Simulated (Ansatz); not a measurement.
**NaHCl2: relaxing a made-up structure**

Starting from a made-up structure for NaHCl2, the aim is the relaxed cell, its shortest contacts and, where a second run follows, its electronic structure.

Method: DFT, PBE, plane-wave PAW, files of the set soft_1, scalar-relativistic, no spin, cell and ions relaxed at zero pressure; PAW set soft_1, in the first sound run; inputs show where later runs differ, in Ansatz 0.2.0.

### 1. The starting structure

It takes space group R-3m (No. 166, trigonal). The conventional cell has a = 4.140 Å, b = 4.140 Å, c = 16.808 Å, α = 90.00°, β = 90.00°, γ = 120.00°. Nearest to Cl lie 1 H at 1.38 Å and 3 Na at 2.78 Å. Na has 6 Cl at 2.78 Å nearest. Nearest to H lie 2 Cl at 1.38 Å. Farther neighbours and most contacts between anions are not listed.

### 2. Relaxing cell and atoms

The guess takes its coordinates from another compound and its volume from a rule, so the cell and any free coordinates are relaxed together.

input.yaml reads:

```yaml
crystal:
  lattice:
    - [2.07, 1.195115057, 5.602666667]
    - [-2.07, 1.195115057, 5.602666667]
    - [0.0, -2.390230114, 5.602666667]
  atoms:
    - { symbol: Cl, position: [0.582166667, 0.582166667, 0.582166667] }
    - { symbol: Cl, position: [0.417833333, 0.417833333, 0.417833333] }
    - { symbol: Na, position: [0.0, 0.0, 0.0] }
    - { symbol: H, position: [0.5, 0.5, 0.5] }
kpoints:
  mp_grid: { grid: [8, 8, 8] }
scf:
  occupations: { method: fermi_dirac, width: 0.05 }
hamiltonian:
  xc: pbe
  pseudopotentials: { kind: paw, azcp: { folder: soft_1 } }
relax:
  f_tol: 0.015
  max_steps: 70
  cell: {}
output:
  forces: true
  stress: true
```

Command:

```
> ansatz run input.yaml --threads 4 --pin off --max-ram 8192MiB --backend cpu --events-out ev --progress --plain --runs-dir out
```

Numbers of over 12 decimals in the logs are rounded to 6 here.

The program printed:

```text
basis.fft_grid_basis auto: the FFT boxes are laid along the combinations [[1, 0, -1], [0, 1, -1], [0, 0, 1]] of the cell's own vectors, 4.140, 4.140 and 6.091 Å long. The dense box has 30×30×45 points. Along the cell's own vectors, as sized, it would have 45×45×45, 2.25 times as many. Of the 12 symmetry operations that the crystal satisfies within crystal.symmetry.tolerance (time reversal apart; of a slab, those that [...]
Engine: ansatz 0.2.0, x86_64-unknown-linux-gnu
Pseudopotentials: kind: paw
Pseudopotential: Cl, paw, valence charge 7, recommended cutoff 420 eV (normal), soft_1/Cl.paw.azcp
Pseudopotential: Na, paw, valence charge 9, recommended cutoff 420 eV (normal), soft_1/Na.paw.azcp
Pseudopotential: H, paw, valence charge 1, recommended cutoff 420 eV (normal), soft_1/H.paw.azcp
Functional definition: PBE
  parameter kappa = 0.804
  parameter beta = 0.066725
  exchange = pbe_x(kappa = kappa, mu = beta*pi^2/3)
  correlation = pbe_c(beta = beta)
Crystal: 4 atoms, lattice volume = 83.162 Å³
Basis set: ecut = 420 eV, 1615 PW (Γ), FFT grids on a1−a3, a2−a3, a3, exchange–correlation on 60×60×90 points (8 copies of the dense FFT grid, shifted against one another)
Bands: 16, of which v1, the nominal top of the filled ones, is band 12 counted from 1 (11 counted from 0)
Symmetry: 12 space group operations
Space group: R-3m (ITA 166), of the structure as read, at distance tolerance 4.4e-5 Å
k-points: 65 of 512
Non-local potential: Cl, projectors of the file, l = 0: 2, l = 1: 2, l = 2: 1
Non-local potential: Na, projectors of the file, l = 0: 3, l = 1: 2, l = 2: 1
Non-local potential: H, projectors of the file, l = 0: 2, l = 1: 1
PAW form: soft (Blöchl's): semilocal exchange-correlation on the pseudo side does not see the compensation charge
PAW one-centre angular grid: Cl, 110 points (default); XC on 64 Gauss nodes
PAW one-centre angular grid: Na, 110 points (default); XC on 64 Gauss nodes
PAW one-centre angular grid: H, 110 points (default); XC on 64 Gauss nodes
Initial density: superposition of atomic densities (chi_scale 0.1, normalization cell, long waves kept (reshape's long-wave potential 0.06 eV rms))
Initial wavefunctions: pseudopotential atomic-orbital guess
Functional: x = pbe(κ = 0.804, μ = 0.219515), c = pbe(β = 0.066725)
SCF iter   1: F=—  HF=-3667.033580 eV  |F-HF|=—  |Δ(HF+E_count)|=         —  Δρ=6.59e-2  dr2=3.64e0  ethr=3.10e-3  ⟨swp⟩=6.6  Hψ=6267  notcnv=0
preconditioner: auto → none  [insulator: Δε(μ)=4.727 eV  Ē_g=12.720 eV  σ=0.050 eV  W_gap=1.00  n_scr=14 (ndim 8)  ℏωp=16.3 eV  f_vac=0.055  D(μ)=0.00/eV (n_scr^D=0)  ε∞_Penn≈2.6]
SCF iter   2: F=—  HF=-3665.363988 eV  |F-HF|=—  |Δ(HF+E_count)|=    1.67e0  Δρ=1.89e-2  dr2=3.58e-1  ethr=3.10e-3  ⟨swp⟩=4.5  Hψ=3001  notcnv=0
SCF iter   3: F=—  HF=-3665.257626 eV  |F-HF|=—  |Δ(HF+E_count)|=   1.06e-1  Δρ=6.31e-3  dr2=4.41e-2  ethr=1.49e-3  ⟨swp⟩=3.9  Hψ=2324  notcnv=0
SCF iter   4: F=—  HF=-3665.246260 eV  |F-HF|=—  |Δ(HF+E_count)|=   1.14e-2  Δρ=2.06e-3  dr2=3.53e-3  ethr=1.84e-4  ⟨swp⟩=3.4  Hψ=1998  notcnv=0
SCF iter   5: F=—  HF=-3665.246475 eV  |F-HF|=—  |Δ(HF+E_count)|=   2.15e-4  Δρ=3.53e-4  dr2=8.84e-5  ethr=1.47e-5  ⟨swp⟩=2.0  Hψ=2085  notcnv=0
SCF iter   6: F=—  HF=-3665.246557 eV  |F-HF|=—  |Δ(HF+E_count)|=   8.19e-5  Δρ=1.07e-4  dr2=6.41e-6  ethr=3.68e-7  ⟨swp⟩=2.8  Hψ=1795  notcnv=0
SCF iter   7: F=—  HF=-3665.246564 eV  |F-HF|=—  |Δ(HF+E_count)|=   6.86e-6  Δρ=1.42e-5  dr2=1.02e-7  ethr=2.67e-8  ⟨swp⟩=2.5  Hψ=1855  notcnv=0
SCF iter   8: F=-3665.246564 eV  HF=-3665.246564 eV  |F-HF|=2.83e-9  |Δ(HF+E_count)|=   1.31e-7  Δρ=2.52e-6  dr2=4.58e-9  ethr=4.17e-10  ⟨swp⟩=5.3  Hψ=3887  notcnv=0
SCF 1 converged in 8 iterations: F = -3665.246564 eV  dr2 = 4.58e-9
  greatest PAW one-centre occupation: 0.999 electrons in one spin orbital (limit 2), on the Na atom at site 2 (counted from 0), in its partial waves of l = 0
relax step   1: F+E_penalty+E_count = -3665.24656421 eV  Δ(F+E_penalty+E_count) = +0.000e0 eV  max|allowed force component| = 3.951e0 eV/Å  Δτ_max = 0.0000 Å  P = +8.633 GPa  Ω = 83.162 Å³  (8 SCF iters, dr2 threshold 1.00e-7 eV, accepted)
Crystal: 4 atoms, lattice volume = 89.544 Å³
Basis set: ecut = 420 eV, 1753 PW (Γ), FFT grids on a1−a3, a2−a3, a3, exchange–correlation on 60×60×90 points (8 copies of the dense FFT grid, shifted against one another)
Initial density: handed on by an earlier stage of this run
Initial wavefunctions: those handed on with the density
iter 1 solved again at ethr=1.49e-4 eV; its pass at ethr=3.10e-3 eV (dr2=3.58e-2 eV) is discarded
SCF iter   1: F=—  HF=-3665.811892 eV  |F-HF|=—  |Δ(HF+E_count)|=         —  Δρ=6.74e-3  dr2=3.50e-2  ethr=1.49e-4  ⟨swp⟩=2.2  Hψ=7572  notcnv=0
preconditioner: auto → none  [insulator: Δε(μ)=5.510 eV  Ē_g=12.863 eV  σ=0.050 eV  W_gap=1.00  n_scr=16 (ndim 8)  ℏωp=15.7 eV  f_vac=0.180  D(μ)=0.00/eV (n_scr^D=0)  ε∞_Penn≈2.5]
SCF iter   2: F=—  HF=-3665.800717 eV  |F-HF|=—  |Δ(HF+E_count)|=   1.12e-2  Δρ=2.88e-3  dr2=5.11e-3  ethr=1.46e-4  ⟨swp⟩=2.2  Hψ=1935  notcnv=0
SCF iter   3: F=—  HF=-3665.799752 eV  |F-HF|=—  |Δ(HF+E_count)|=   9.65e-4  Δρ=4.21e-4  dr2=1.01e-4  ethr=2.13e-5  ⟨swp⟩=2.9  Hψ=1697  notcnv=0
SCF iter   4: F=—  HF=-3665.799769 eV  |F-HF|=—  |Δ(HF+E_count)|=   1.74e-5  Δρ=1.14e-4  dr2=6.26e-6  ethr=4.21e-7  ⟨swp⟩=2.0  Hψ=1648  notcnv=0
SCF iter   5: F=—  HF=-3665.799772 eV  |F-HF|=—  |Δ(HF+E_count)|=   3.24e-6  Δρ=3.06e-5  dr2=1.87e-6  ethr=1.67e-9  ⟨swp⟩=6.0  Hψ=4463  notcnv=0
SCF iter   6: F=-3665.799772 eV  HF=-3665.799772 eV  |F-HF|=1.27e-8  |Δ(HF+E_count)|=   5.52e-7  Δρ=5.99e-6  dr2=3.90e-8  ethr=1.67e-9  ⟨swp⟩=4.1  Hψ=4415  notcnv=0
SCF 2 converged in 6 iterations: F = -3665.799772 eV  dr2 = 3.90e-8
relax step   2: F+E_penalty+E_count = -3665.79977167 eV  Δ(F+E_penalty+E_count) = -5.532e-1 eV  max|allowed force component| = 1.267e0 eV/Å  Δτ_max = 0.0555 Å  P = +3.027 GPa  Ω = 89.544 Å³  energy of the carried Pulay correction = -1.074e-3 eV  (6 SCF iters, dr2 threshold 4.00e-7 eV, accepted)
Crystal: 4 atoms, lattice volume = 94.504 Å³
Basis set: ecut = 420 eV, 1837 PW (Γ), FFT grids on a1−a3, a2−a3, a3, exchange–correlation on 60×60×90 points (8 copies of the dense FFT grid, shifted against one another)
iter 1 solved again at ethr=5.15e-5 eV; its pass at ethr=3.10e-3 eV (dr2=1.24e-2 eV) is discarded
SCF iter   1: F=—  HF=-3665.902705 eV  |F-HF|=—  |Δ(HF+E_count)|=         —  Δρ=3.27e-3  dr2=1.22e-2  ethr=5.15e-5  ⟨swp⟩=1.6  Hψ=7384  notcnv=0
preconditioner: auto → none  [insulator: Δε(μ)=5.460 eV  Ē_g=12.620 eV  σ=0.050 eV  W_gap=1.00  n_scr=16 (ndim 8)  ℏωp=15.3 eV  f_vac=0.194  D(μ)=0.00/eV (n_scr^D=0)  ε∞_Penn≈2.5]
SCF iter   2: F=—  HF=-3665.897955 eV  |F-HF|=—  |Δ(HF+E_count)|=   4.75e-3  Δρ=1.51e-3  dr2=1.73e-3  ethr=5.09e-5  ⟨swp⟩=2.1  Hψ=2020  notcnv=0
SCF iter   3: F=—  HF=-3665.897496 eV  |F-HF|=—  |Δ(HF+E_count)|=   4.59e-4  Δρ=3.41e-4  dr2=2.52e-4  ethr=7.21e-6  ⟨swp⟩=2.2  Hψ=1453  notcnv=0
SCF iter   4: F=—  HF=-3665.897421 eV  |F-HF|=—  |Δ(HF+E_count)|=   7.48e-5  Δρ=1.26e-4  dr2=1.57e-5  ethr=1.05e-6  ⟨swp⟩=2.0  Hψ=1413  notcnv=0
SCF iter   5: F=—  HF=-3665.897420 eV  |F-HF|=—  |Δ(HF+E_count)|=   1.40e-6  Δρ=3.50e-5  dr2=6.34e-7  ethr=6.56e-8  ⟨swp⟩=2.0  Hψ=1446  notcnv=0
SCF iter   6: F=-3665.897420 eV  HF=-3665.897420 eV  |F-HF|=4.01e-9  |Δ(HF+E_count)|=   4.04e-7  Δρ=5.20e-6  dr2=2.45e-8  ethr=1.67e-9  ⟨swp⟩=5.0  Hψ=3708  notcnv=0
SCF 3 converged in 6 iterations: F = -3665.897420 eV  dr2 = 2.45e-8
relax step   3: F+E_penalty+E_count = -3665.89742021 eV  Δ(F+E_penalty+E_count) = -9.765e-2 eV  max|allowed force component| = 3.635e-1 eV/Å  Δτ_max = 0.0210 Å  P = +0.734 GPa  Ω = 94.504 Å³  energy of the carried Pulay correction = -1.856e-3 eV  (6 SCF iters, dr2 threshold 4.00e-7 eV, accepted)
Crystal: 4 atoms, lattice volume = 95.839 Å³
Basis set: ecut = 420 eV, 1849 PW (Γ), FFT grids on a1−a3, a2−a3, a3, exchange–correlation on 60×60×90 points (8 copies of the dense FFT grid, shifted against one another)
iter 1 solved again at ethr=4.12e-6 eV; its pass at ethr=3.10e-3 eV (dr2=9.88e-4 eV) is discarded
SCF iter   1: F=—  HF=-3665.906748 eV  |F-HF|=—  |Δ(HF+E_count)|=         —  Δρ=1.19e-3  dr2=9.83e-4  ethr=4.12e-6  ⟨swp⟩=2.3  Hψ=7197  notcnv=0
preconditioner: auto → none  [insulator: Δε(μ)=5.423 eV  Ē_g=12.534 eV  σ=0.050 eV  W_gap=1.00  n_scr=16 (ndim 8)  ℏωp=15.2 eV  f_vac=0.193  D(μ)=0.00/eV (n_scr^D=0)  ε∞_Penn≈2.5]
SCF iter   2: F=—  HF=-3665.906493 eV  |F-HF|=—  |Δ(HF+E_count)|=   2.55e-4  Δρ=5.52e-4  dr2=1.60e-4  ethr=4.10e-6  ⟨swp⟩=2.0  Hψ=1235  notcnv=0
SCF iter   3: F=—  HF=-3665.906465 eV  |F-HF|=—  |Δ(HF+E_count)|=   2.85e-5  Δρ=8.84e-5  dr2=5.46e-6  ethr=6.66e-7  ⟨swp⟩=2.1  Hψ=1563  notcnv=0
SCF iter   4: F=—  HF=-3665.906465 eV  |F-HF|=—  |Δ(HF+E_count)|=   4.51e-7  Δρ=2.67e-5  dr2=7.42e-7  ethr=2.28e-8  ⟨swp⟩=2.0  Hψ=1759  notcnv=0
SCF iter   5: F=-3665.906465 eV  HF=-3665.906465 eV  |F-HF|=1.22e-7  |Δ(HF+E_count)|=   1.23e-8  Δρ=1.05e-5  dr2=1.69e-7  ethr=1.67e-9  ⟨swp⟩=5.0  Hψ=3759  notcnv=0
SCF 4 converged in 5 iterations: F = -3665.906465 eV  dr2 = 1.69e-7
relax step   4: F+E_penalty+E_count = -3665.90646521 eV  Δ(F+E_penalty+E_count) = -9.045e-3 eV  max|allowed force component| = 3.954e-2 eV/Å  Δτ_max = 0.0171 Å  P = +0.126 GPa  Ω = 95.839 Å³  energy of the carried Pulay correction = -2.059e-3 eV  (5 SCF iters, dr2 threshold 4.00e-7 eV, accepted)
Crystal: 4 atoms, lattice volume = 96.329 Å³
Basis set: ecut = 420 eV, 1861 PW (Γ), FFT grids on a1−a3, a2−a3, a3, exchange–correlation on 60×60×90 points (8 copies of the dense FFT grid, shifted against one another)
iter 1 solved again at ethr=3.42e-7 eV; its pass at ethr=3.10e-3 eV (dr2=8.21e-5 eV) is discarded
SCF iter   1: F=—  HF=-3665.906665 eV  |F-HF|=—  |Δ(HF+E_count)|=         —  Δρ=2.33e-4  dr2=9.36e-5  ethr=3.42e-7  ⟨swp⟩=2.1  Hψ=6743  notcnv=0
preconditioner: auto → none  [insulator: Δε(μ)=5.410 eV  Ē_g=12.514 eV  σ=0.050 eV  W_gap=1.00  n_scr=16 (ndim 8)  ℏωp=15.1 eV  f_vac=0.193  D(μ)=0.00/eV (n_scr^D=0)  ε∞_Penn≈2.5]
SCF iter   2: F=—  HF=-3665.906610 eV  |F-HF|=—  |Δ(HF+E_count)|=   5.46e-5  Δρ=1.17e-4  dr2=1.25e-5  ethr=3.42e-7  ⟨swp⟩=2.2  Hψ=1751  notcnv=0
SCF iter   3: F=—  HF=-3665.906606 eV  |F-HF|=—  |Δ(HF+E_count)|=   3.65e-6  Δρ=4.11e-5  dr2=1.97e-6  ethr=5.21e-8  ⟨swp⟩=2.2  Hψ=1434  notcnv=0
SCF iter   4: F=-3665.906606 eV  HF=-3665.906606 eV  |F-HF|=5.16e-8  |Δ(HF+E_count)|=   5.40e-7  Δρ=9.38e-6  dr2=1.14e-7  ethr=6.81e-10  ⟨swp⟩=4.2  Hψ=4666  notcnv=0
SCF 5 converged in 4 iterations: F = -3665.906606 eV  dr2 = 1.14e-7
relax step   5: F+E_penalty+E_count = -3665.90660572 eV  Δ(F+E_penalty+E_count) = -1.405e-4 eV  max|allowed force component| = 2.747e-3 eV/Å  Δτ_max = 0.0011 Å  P = -0.002 GPa  Ω = 96.329 Å³  energy of the carried Pulay correction = -2.133e-3 eV  (4 SCF iters, dr2 threshold 1.63e-7 eV, accepted)
Initial wavefunctions: pseudopotential atomic-orbital guess (no wavefunctions were taken with the density)
iter 1 solved again at ethr=4.46e-6 eV; its pass at ethr=3.10e-3 eV (dr2=1.07e-3 eV) is discarded
SCF iter   1: F=—  HF=-3665.905361 eV  |F-HF|=—  |Δ(HF+E_count)|=         —  Δρ=3.10e-4  dr2=4.43e-6  ethr=4.46e-6  ⟨swp⟩=3.0  Hψ=8774  notcnv=0
eigensolver tolerance schedule: the retry pair's looser diagonalisation over-reported the residual by 241.00 of it (diagonalisation noise at 0.53 of the residual, at the tolerance the schedule requests for it); recorded, not acted on — ethr = c·dr2/N_el stays at c = 1.0e-1
preconditioner: auto → none  [insulator: Δε(μ)=5.399 eV  Ē_g=12.503 eV  σ=0.050 eV  W_gap=1.00  n_scr=16 (ndim 8)  ℏωp=15.1 eV  f_vac=0.193  D(μ)=0.00/eV (n_scr^D=0)  ε∞_Penn≈2.5]
SCF iter   2: F=—  HF=-3665.907640 eV  |F-HF|=—  |Δ(HF+E_count)|=   2.28e-3  Δρ=1.55e-4  dr2=1.09e-6  ethr=1.84e-8  ⟨swp⟩=3.2  Hψ=2305  notcnv=0
SCF iter   3: F=—  HF=-3665.908717 eV  |F-HF|=—  |Δ(HF+E_count)|=   1.08e-3  Δρ=2.93e-5  dr2=1.48e-7  ethr=4.53e-9  ⟨swp⟩=2.8  Hψ=1973  notcnv=0
SCF iter   4: F=—  HF=-3665.908758 eV  |F-HF|=—  |Δ(HF+E_count)|=   4.13e-5  Δρ=3.86e-6  dr2=5.30e-9  ethr=6.16e-10  ⟨swp⟩=2.0  Hψ=1560  notcnv=0
SCF iter   5: F=—  HF=-3665.908758 eV  |F-HF|=—  |Δ(HF+E_count)|=   3.91e-7  Δρ=9.32e-7  dr2=7.79e-10  ethr=2.21e-11  ⟨swp⟩=2.4  Hψ=1629  notcnv=0
SCF iter   6: F=—  HF=-3665.908758 eV  |F-HF|=—  |Δ(HF+E_count)|=   1.12e-8  Δρ=3.46e-7  dr2=1.30e-10  ethr=3.25e-12  ⟨swp⟩=2.0  Hψ=1497  notcnv=0
SCF iter   7: F=-3665.908758 eV  HF=-3665.908758 eV  |F-HF|=2.44e-10  |Δ(HF+E_count)|=  2.78e-10  Δρ=7.53e-8  dr2=1.26e-12  ethr=1.00e-12  ⟨swp⟩=5.5  Hψ=3829  notcnv=0
SCF 6 converged in 7 iterations: F = -3665.908758 eV  dr2 = 1.26e-12
relax step   6: F+E_penalty+E_count = -3665.90875837 eV  Δ(F+E_penalty+E_count) = -2.153e-3 eV  max|allowed force component| = 1.568e-3 eV/Å  Δτ_max = 0.0000 Å  P = +0.004 GPa  Ω = 96.329 Å³  stress off target by 1.26e-2 GPa  SCF on the basis re-selected at this cell (its energy is not comparable with the rows above)  (7 SCF iters)
basis re-selected at this cell: Δ(F+E_penalty+E_count) = -2.153e-3 eV, ΔP = +0.006 GPa vs the last step (what re-selecting the basis moved, of the pressure what is left beyond the Pulay correction that the steps carried, after the strain that the cell walked since its last selection, with what the two solves' SCF thresholds leave and, on support functions, any second-order correction that the steps lacked; it is no m [...]
SCF converged after 7 iterations
Free energy (F): -3665.908758 eV
Harris-Foulkes:  -3665.908758 eV  (|F-HF|=2.44e-10)
Internal energy: -3665.908758 eV  (E = F + TS)
E sigma→0 (E₀):  -3665.908758 eV
Fermi energy:    1.712085 eV
--- Per-component energies (eV) ---
  E_band       = -316.427125
  E_kinetic    = 431.415670
  E_local      = -2290.287181  (includes V_loc(G=0)·N_el)
  E_nonlocal   = 341.319320
  E_hartree    = 799.229992
  E_xc         = -261.132722
  E_vxc        = -292.358179  (∫ρ·V_xc dr)
  E_paw        = -1612.043897  (= ΣΔE_a)
  E_vpaw       = -104.976328  (= ΣTr[D̂ρ^β])
  E_aug_tail   = -0.000429  (compensation charges beyond the density's cutoff)
  E_ewald      = -1074.409511
  E_smearing   = -0.000000  (= −TS)
  E_closure    = -0.000000  (closes the sum)
  Σ components = -3665.908758   (vs F -3665.908758, Δ=0.00e0)
--- Forces (eV/Å), atoms counted from 1 ---
  atom   1  Cl     0.00000000     0.00000000     0.00156811
  atom   2  Cl     0.00000000    -0.00000000    -0.00156811
  atom   3  Na    -0.00000000    -0.00000000     0.00000000
  atom   4  H      0.00000000     0.00000000    -0.00000000
  max |Σ_I F_I| component: 9.25e-18 eV/Å
--- Stress (GPa, compression-positive) ---
        0.011675       0.000000      -0.000000
        0.000000       0.011675      -0.000000
       -0.000000      -0.000000      -0.012585
  P = ⅓ Tr σ = 0.0036 GPa (0.036 kbar)
--- Relaxed structure (5 steps of the walk, 5 accepted, 1 SCFs on fresh bases) ---
  F+E_penalty+E_count = -3665.90875837 eV   max|allowed force component| = 1.568e-3 eV/Å   (the final SCF, on the basis selected at the relaxed cell)
  cell:  # Å, volume = 96.3286 Å³
    - [2.166462, 1.250807, 5.924649]
    - [-2.166462, 1.250807, 5.924649]
    - [0, -2.501615, 5.924649]
  atoms:
    - { symbol: Cl, position: [0.587799, 0.587799, 0.587799] }
    - { symbol: Cl, position: [0.412201, 0.412201, 0.412201] }
    - { symbol: Na, position: [-1.0320820299105169e-19, -1.0320820299105161e-19, -1.0320820299105184e-19] }
    - { symbol: H, position: [0.500000, 0.500000, 0.500000] }
```

Wall time 4.8 s (4 threads of Intel Xeon Platinum 8488C (Sapphire Rapids), shared host); peak memory 0.56 GiB; 17 s of CPU time.

Step by step:

| step | energy less that of the first step (eV) | largest force component (eV/Å) | pressure (GPa) | volume (Å³) |
| --- | --- | --- | --- | --- |
| 1 | 0.0000 | 3.9515 | 8.63 | 83.16 |
| 2 | -0.5532 | 1.2665 | 3.03 | 89.54 |
| 3 | -0.6509 | 0.3635 | 0.73 | 94.50 |
| 4 | -0.6599 | 0.0395 | 0.13 | 95.84 |
| 5 | -0.6600 | 0.0027 | 0.00 | 96.33 |
| 6* | -0.6622 | 0.0016 | 0.00 | 96.33 |

Relaxation steps marked * repeat the geometry before them on a plane-wave basis chosen anew for their cell, so energy and pressure can jump there.

Forces are held to the 12 operations that the run works with; a distortion that breaks them can't arise in this run.

| conventional cell, symmetrised | before | after | change |
| --- | --- | --- | --- |
| a (Å) | 4.140 | 4.333 | +4.7 % |
| b (Å) | 4.140 | 4.333 | +4.7 % |
| c (Å) | 16.808 | 17.774 | +5.7 % |
| volume (Å³/atom) | 20.79 | 24.08 | +15.8 % |

The atoms that moved most (Å, as changes of fractional coordinates times the final cell):

| atom | dx | dy | dz | length |
| --- | --- | --- | --- | --- |
| Cl2 | 0.000 | 0.000 | -0.100 | 0.100 |
| Cl1 | 0.000 | 0.000 | 0.100 | 0.100 |

Numbers from this step:

| Property | Result |
| --- | --- |
| free energy | -3665.9088 eV |
| Fermi energy | 1.712 eV |
| gap by band count | 5.408 eV |
| electrons | 24 |
| symmetry operations | 12 |
| pressure | 0.003588 GPa |

The shortest distance of each pair, which need not be the same contact before and after:

| pair | guess (Å) | relaxed (Å) |
| --- | --- | --- |
| Cl–H | 1.381 | 1.561 |
| Cl–Na | 2.780 | 2.868 |
| Cl–Cl | 2.762 | 3.121 |
| H–Na | 3.682 | 3.877 |
| Na–Na | 4.140 | 4.333 |

The relaxation ends with a largest force component of 0.0016 eV/Å and a pressure of 0.00 GPa.

(Continued in part 2 of 2.)

[Logs are printed without paths, hosts, clocks, repeated set-up lines and the standing remarks that a program may print on its own settings, such as how far it seeks lower states.]

[Hosts, paths, dates, database ids (printed as entryN), source tags and the programs' standing remarks are cut or masked in the printed files.]
